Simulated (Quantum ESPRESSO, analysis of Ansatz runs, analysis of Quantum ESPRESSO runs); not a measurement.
# Reproducing a measured local vibrational mode: vacancy with four H in Ge (Quantum ESPRESSO), part 2 of 2

How near does this set-up come to the measured local vibrational mode? Subject: vacancy with four H in Ge. Set-up: PBE, GBRV 1.5 PBE, 32-site cell, PBE lattice, k: 2x2x2 shifted, the defect atoms alone displaced. The model is a cell of 32 host atoms with 1 Ge taken out and 4 H put in. The frequencies come from the force constants of the defect atoms alone, with every neighbour held at rest.

Quantum ESPRESSO 7.5; PBE, GBRV 1.5 PBE, 32-site cell, PBE lattice, k: 2x2x2 shifted, the defect atoms alone displaced.

So far. Step 2 (Relaxation, charge 0): Neighbours of the added atoms: H32: Ge22 1.55, H34 1.84, H33 1.84 Å; H33: Ge25 1.55, H34 1.84, H32 1.84 Å; H34: Ge26 1.55, H33 1.84, H32 1.84 Å; H35: Ge31 1.55, H33 1.84, H32 1.84 Å.

## Step 3: Atom H32 moved by 0.015 A along x

Force constants come from the forces after small displacements; symmetry gives the rest. One such run is shown.

This step: Quantum ESPRESSO plane-wave DFT, PBE, GBRV 1.5 PBE potentials; single point of a defect supercell.

Contents of pw.in:

```
&CONTROL
  calculation = 'scf'
  prefix = 'pwscf'
  outdir = './tmp'
  pseudo_dir = './pseudo'
  tprnfor = .true.
  disk_io = 'low'
/
&SYSTEM
  ibrav = 0
  nat = 35
  ntyp = 2
  ecutwfc = 45
  ecutrho = 360
  nbnd = 223
  occupations = 'smearing'
  smearing = 'fd'
  degauss = 0.00073499
/
&ELECTRONS
  conv_thr = 1d-10
  electron_maxstep = 100
  mixing_beta = 0.5
/
ATOMIC_SPECIES
Ge    72.6300 ge_pbe_v1.4.uspp.F.UPF
H      1.0080 h_pbe_v1.4.uspp.F.UPF
CELL_PARAMETERS angstrom
  -5.7552132298    5.7552132298    5.7552132298
   5.7552132298   -5.7552132298    5.7552132298
   5.7552132298    5.7552132298   -5.7552132298
ATOMIC_POSITIONS crystal
Ge     0.0000000000    0.0000000000    0.5000000000
Ge    -0.0046546117    0.2476394074    0.2476394074
[... 3 atom lines left out ...]
Ge     0.2476394074    0.2476394074   -0.0046546117
[... 4 atom lines left out ...]
Ge     0.5000000000    0.7523605926    0.2477059809
Ge     0.7522940191    0.0046546117    0.7522940191
[... 2 atom lines left out ...]
Ge     0.7522940191    0.7522940191    0.0046546117
[... 6 atom lines left out ...]
Ge     0.2316600056    0.5000000000    0.5000000000
[... 2 atom lines left out ...]
Ge     0.5000000000    0.2316600056    0.5000000000
Ge     0.5000000000    0.5000000000    0.2316600056
[... 4 atom lines left out ...]
Ge     0.7683399944    0.7683399944    0.7683399944
H      0.3867256034    0.5013031663    0.5013031663
H      0.5000000000    0.3867256034    0.5000000000
H      0.5000000000    0.5000000000    0.3867256034
H      0.6132743966    0.6132743966    0.6132743966
K_POINTS automatic
2 2 2 1 1 1
```

Started as:

```sh
$ OMP_NUM_THREADS=1 pw.x -in pw.in > pw.out
```

Output:

```text
[banner, memory and clock lines left out]
          URL

     Message from routine setup:
     using ibrav=0 with symmetry is DISCOURAGED, use correct ibrav instead

     G-vector sticks info

     bravais-lattice index     =            0
     lattice parameter (alat)  =      18.8374  a.u.
     unit-cell volume          =    5145.6572 (a.u.)^3
     number of atoms/cell      =           35
     number of atomic types    =            2
     number of electrons       =       438.00
     number of Kohn-Sham states=          223
     kinetic-energy cutoff     =      45.0000  Ry
     charge density cutoff     =     360.0000  Ry
     scf convergence threshold =      1.0E-10
     mixing beta               =       0.5000
     number of iterations used =            8  plain     mixing
     Exchange-correlation=  SLA  PW   PBX  PBC
                           (   1   4   3   4   0   0   0)

     celldm(1)=  18.837398  celldm(2)=   0.000000  celldm(3)=   0.000000
     celldm(4)=   0.000000  celldm(5)=   0.000000  celldm(6)=   0.000000

     crystal axes: (cart. coord. in units of alat)
               a(1) = (  -0.577350   0.577350   0.577350 )
               a(2) = (   0.577350  -0.577350   0.577350 )
               a(3) = (   0.577350   0.577350  -0.577350 )

     reciprocal axes: (cart. coord. in units 2 pi/alat)
               b(1) = ( -0.000000  0.866025  0.866025 )
               b(2) = (  0.866025 -0.000000  0.866025 )
               b(3) = (  0.866025  0.866025  0.000000 )

     PseudoPot. # 1 for Ge read from file:
     ge_pbe_v1.4.uspp.F.UPF
     Pseudo is Ultrasoft + core correction, Zval = 14.0
     Generated by new atomic code, or converted to UPF format
     Using radial grid of  873 points,  6 beta functions with:
                l(1) =   0
                l(2) =   0
                l(3) =   1
                l(4) =   1
                l(5) =   2
                l(6) =   2
     Q(r) pseudized with  8 coefficients,  rinner =    1.400   1.400   1.400
                                                       1.400   1.400

     PseudoPot. # 2 for H  read from file:
     h_pbe_v1.4.uspp.F.UPF
     Pseudo is Ultrasoft, Zval =  1.0
     Generated by new atomic code, or converted to UPF format
     Using radial grid of  615 points,  2 beta functions with:
                l(1) =   0
                l(2) =   0
     Q(r) pseudized with  8 coefficients,  rinner =    0.700

     atomic species   valence    mass     pseudopotential
     Ge               14.00    72.63000     Ge( 1.00)
     H                 1.00     1.00800     H ( 1.00)

      2 Sym. Ops. (no inversion) found

   Cartesian axes

     site n.     atom                  positions (alat units)
         1        Ge     tau(   1) = (   0.2886751   0.2886751  -0.2886751  )
         2        Ge     tau(   2) = (   0.2886367  -0.0026873  -0.0026873  )
         3        Ge     tau(   3) = (   0.2886751  -0.2886751   0.2886751  )
         4        Ge     tau(   4) = (   0.8659870   0.0026873   0.0026873  )
         5        Ge     tau(   5) = (  -0.0026873   0.2886367  -0.0026873  )
         6        Ge     tau(   6) = (  -0.0026873  -0.0026873   0.2886367  )
         7        Ge     tau(   7) = (   0.5800376   0.2887136  -0.0026873  )
         8        Ge     tau(   8) = (   0.5800376  -0.0026873   0.2887136  )
         9        Ge     tau(   9) = (  -0.2886751   0.2886751   0.2886751  )
        10        Ge     tau(  10) = (   0.2887136   0.5800376  -0.0026873  )
[...]
27        Ge     tau(  27) = (   0.1447511  -0.1456616   0.7230119  )
        28        Ge     tau(  28) = (  -0.1456616   0.7230119   0.1447511  )
        29        Ge     tau(  29) = (  -0.1447511   0.4316886   0.4316886  )
        30        Ge     tau(  30) = (  -0.1456616   0.1447511   0.7230119  )
        31        Ge     tau(  31) = (   0.4436013   0.4436013   0.4436013  )
        32        H      tau(  32) = (   0.3555789   0.2232761   0.2232761  )
        33        H      tau(  33) = (   0.2232761   0.3540741   0.2232761  )
        34        H      tau(  34) = (   0.2232761   0.2232761   0.3540741  )
        35        H      tau(  35) = (   0.3540741   0.3540741   0.3540741  )

     number of k points=     3  Fermi-Dirac smearing, width (Ry)=  0.0007
                       cart. coord. in units 2pi/alat
        k(    1) = (   0.4330127   0.4330127   0.4330127), wk =   0.5000000
        k(    2) = (   0.0000000   0.0000000   0.4330127), wk =   1.0000000
        k(    3) = (   0.4330127   0.0000000   0.0000000), wk =   0.5000000

     Dense  grid:   593593 G-vectors     FFT dimensions: ( 120, 120, 120)

     Smooth grid:   209883 G-vectors     FFT dimensions: (  81,  81,  81)

     Initial potential from superposition of free atoms

     starting charge     437.9729, renormalised to     438.0000
     Starting wfcs are  283 randomized atomic wfcs

     Self-consistent Calculation

     iteration #  1     ecut=    45.00 Ry     beta= 0.50
     Davidson diagonalization with overlap
     ethr =  1.00E-02,  avg # of iterations =  2.0

     Threshold (ethr) on eigenvalues was too large:
     Diagonalizing with lowered threshold

     Davidson diagonalization with overlap
     ethr =  1.56E-04,  avg # of iterations =  2.0

     total energy              =   -6627.70269791 Ry
     estimated scf accuracy    <       0.71821225 Ry

     iteration #  2     ecut=    45.00 Ry     beta= 0.50
     Davidson diagonalization with overlap
     ethr =  1.64E-04,  avg # of iterations =  2.0

     total energy              =   -6627.71561368 Ry
     estimated scf accuracy    <       0.14480477 Ry

     iteration #  3     ecut=    45.00 Ry     beta= 0.50
     Davidson diagonalization with overlap
     ethr =  3.31E-05,  avg # of iterations =  5.7

     total energy              =   -6627.72230253 Ry
     estimated scf accuracy    <       0.04096443 Ry

     iteration #  4     ecut=    45.00 Ry     beta= 0.50
     Davidson diagonalization with overlap
     ethr =  9.35E-06,  avg # of iterations =  3.7

     total energy              =   -6627.72930950 Ry
     estimated scf accuracy    <       0.00189972 Ry

     iteration #  5     ecut=    45.00 Ry     beta= 0.50
     Davidson diagonalization with overlap
     ethr =  4.34E-07,  avg # of iterations =  3.0

     total energy              =   -6627.72962177 Ry
     estimated scf accuracy    <       0.00015426 Ry

     iteration #  6     ecut=    45.00 Ry     beta= 0.50
     Davidson diagonalization with overlap
     ethr =  3.52E-08,  avg # of iterations =  4.0

     total energy              =   -6627.72965566 Ry
     estimated scf accuracy    <       0.00003292 Ry

     iteration #  7     ecut=    45.00 Ry     beta= 0.50
     Davidson diagonalization with overlap
     ethr =  7.52E-09,  avg # of iterations =  3.3

     total energy              =   -6627.72966454 Ry
     estimated scf accuracy    <       0.00000287 Ry

     iteration #  8     ecut=    45.00 Ry     beta= 0.50
     Davidson diagonalization with overlap
     ethr =  6.56E-10,  avg # of iterations =  3.0

     total energy              =   -6627.72966555 Ry
     estimated scf accuracy    <       0.00000039 Ry

     iteration #  9     ecut=    45.00 Ry     beta= 0.50
     Davidson diagonalization with overlap
     ethr =  8.99E-11,  avg # of iterations =  4.0

     total energy              =   -6627.72966577 Ry
     estimated scf accuracy    <       0.00000018 Ry

     iteration # 10     ecut=    45.00 Ry     beta= 0.50
     Davidson diagonalization with overlap
     ethr =  4.22E-11,  avg # of iterations =  3.7

     total energy              =   -6627.72966580 Ry
     estimated scf accuracy    <       0.00000002 Ry

     iteration # 11     ecut=    45.00 Ry     beta= 0.50
     Davidson diagonalization with overlap
     ethr =  3.66E-12,  avg # of iterations =  4.3

     total energy              =   -6627.72966581 Ry
     estimated scf accuracy    <          2.7E-09 Ry

     iteration # 12     ecut=    45.00 Ry     beta= 0.50
     Davidson diagonalization with overlap
     ethr =  6.18E-13,  avg # of iterations =  3.3

     total energy              =   -6627.72966581 Ry
     estimated scf accuracy    <          6.6E-10 Ry

     iteration # 13     ecut=    45.00 Ry     beta= 0.50
     Davidson diagonalization with overlap
     ethr =  1.50E-13,  avg # of iterations =  3.0

     End of self-consistent calculation

          k = 0.4330 0.4330 0.4330 ( 26284 PWs)   bands (ev):

   -17.2626 -17.2607 -17.2604 -17.2603 -17.2575 -17.2572 -17.2571 -17.2552
   -17.2548 -17.2534 -17.2533 -17.2531 -17.2482 -17.2480 -17.2478 -17.2451
   -17.2391 -17.2391 -17.2389 -17.2387 -17.2386 -17.2294 -17.2294 -17.2293
   -17.2217 -17.2214 -17.2207 -17.2206 -17.2204 -17.2142 -17.2124 -17.2122
   -17.2120 -17.1894 -17.1892 -17.1892 -17.1746 -17.1746 -17.1745 -17.1681
   -17.1679 -17.1678 -17.1649 -17.1649 -17.1625 -17.1569 -17.1568 -17.1566
   -17.1558 -17.1557 -17.1555 -17.1444 -17.1442 -17.1294 -17.1283 -17.1283
   -17.1281 -17.1236 -17.1235 -17.1235 -17.1128 -17.1127 -17.1127 -17.1035
   -17.1034 -17.1031 -17.1029 -17.1029 -17.1027 -17.1024 -17.1023 -17.1023
   -17.0919 -17.0919 -17.0918 -17.0913 -17.0912 -17.0910 -17.0827 -17.0826
[...]
6.6597   6.6597   6.6600   8.0687   8.0690   8.0694   8.3062

          k = 0.0000 0.0000 0.4330 ( 26259 PWs)   bands (ev):

[...]
6.1884   6.6361   6.6373   8.2373   8.7762   8.7766   8.9135

          k = 0.4330 0.0000 0.0000 ( 26259 PWs)   bands (ev):

[...]
0.0875   0.5070   0.5120   0.5127   0.5795   0.9913   2.0573   2.0603
     2.1837   2.5519   3.4004   3.4020   3.4314   3.5867   4.0027   4.1152
     4.1153   4.2218   4.5621   4.6045   4.6078   4.7883   4.7901   4.7958
     4.7959   4.8602   4.8603   4.8952   4.9098   5.0161   5.0163   5.0312
     5.1634   5.8213   5.9097   5.9111   5.9898   6.0313   6.0323   6.0599
     6.1886   6.6364   6.6369   8.2369   8.7766   8.7767   8.9141

     the Fermi energy is     7.3655 ev

!    total energy              =   -6627.72966581 Ry
     estimated scf accuracy    <          2.7E-11 Ry
     smearing contrib. (-TS)   =       0.00000000 Ry
     internal energy E=F+TS    =   -6627.72966581 Ry

     The total energy is F=E-TS. E is the sum of the following terms:
     one-electron contribution =   -4519.23773830 Ry
     hartree contribution      =    2650.64318534 Ry
     xc contribution           =   -1810.02838751 Ry
     ewald contribution        =   -2949.10672534 Ry

     convergence has been achieved in  13 iterations

     Forces acting on atoms (cartesian axes, Ry/au):

     atom    1 type  1   force =     0.00000680   -0.00000090   -0.00004046
     atom    2 type  1   force =     0.00006709    0.00024417    0.00024417
     atom    3 type  1   force =     0.00000680   -0.00004046   -0.00000090
     atom    4 type  1   force =     0.00017594   -0.00011324   -0.00011324
     atom    5 type  1   force =     0.00010679    0.00021707    0.00011251
     atom    6 type  1   force =     0.00010679    0.00011251    0.00021707
     atom    7 type  1   force =    -0.00001639   -0.00038718    0.00003490
     atom    8 type  1   force =    -0.00001639    0.00003490   -0.00038718
     atom    9 type  1   force =    -0.00005510    0.00000919    0.00000919
     atom   10 type  1   force =    -0.00021394   -0.00010207    0.00010911
[...]
atom   31 type  1   force =     0.00038250    0.00037335    0.00037335
     atom   32 type  2   force =    -0.00305583    0.00252788    0.00252788
     atom   33 type  2   force =    -0.00023683    0.00021160   -0.00023903
     atom   34 type  2   force =    -0.00023683   -0.00023903    0.00021160
     atom   35 type  2   force =     0.00018858    0.00023925    0.00023925

     Total force =     0.007345     Total SCF correction =     0.000019
```

It took 26 min on 1 thread of Arm Neoverse V1, shared host; peak memory 3.3 GiB.

At this level the gap is 1.41 eV on the k-mesh of the self-consistent run, which can miss the band edges.

## Step 4: Local vibrational modes

Analysis of the runs above: force constants by central differences of Quantum ESPRESSO plane-wave DFT, PBE, GBRV 1.5 PBE potentials forces among the atoms nearest to a defect, the others at rest.

The modes with the largest weight on the probed atoms (the light atom of a pair), for the masses of each isotope. Modes of the displaced atoms (local only where they lie over the host's phonons):

| isotopes | mode (cm⁻¹) | share of the defect atoms |
| --- | --- | --- |
| H | 2029 | 1 |
| H | 2001 | 1 |
| H | 2001 | 1 |
| H | 2001 | 1 |
| H | 538.5 | 1 |
| H | 538.5 | 1 |
| H | 538.5 | 1 |
| H | 523.5 | 1 |
| H | 523.5 | 1 |
| H | 476.1 | 1 |
| H | 476.1 | 1 |
| H | 476.1 | 1 |
| D | 1435 | 1 |
| D | 1415 | 1 |
| D | 1415 | 1 |
| D | 1415 | 1 |
| D | 380.9 | 1 |
| D | 380.9 | 1 |
| D | 380.9 | 1 |
| D | 370.3 | 1 |
| D | 370.3 | 1 |
| D | 336.8 | 1 |
| D | 336.8 | 1 |
| D | 336.8 | 1 |

## Step 5: Summary of results

```yaml
distance_from_the_defect_atom_to_its_nearest_neighbour: 1.546 Å
ge_h_stretch_t2: 2001 cm⁻¹
```

Ge-H stretch, T2: computed 2001 cm⁻¹, measured 2061.5 cm⁻¹; 61 cm⁻¹ (3 %) below the measurement. The computed value is harmonic, while the measured line is the anharmonic fundamental, which for X–H stretches usually lies a few per cent lower. With its neighbours held rigid the defect atom loses their recoil, which lowers a mode in which they move against it.

[Logs are printed without paths, hosts, clocks, repeated set-up lines and the standing remarks that a program may print on its own settings, such as how far it seeks lower states.]

[Hosts, paths, dates, database ids (printed as entryN), source tags and the programs' standing remarks are cut or masked in the printed files.]

[For some hosts the program warned that the k-mesh of the response run may be too coarse for force constants and the static dielectric constant; such warnings are not shown here.]
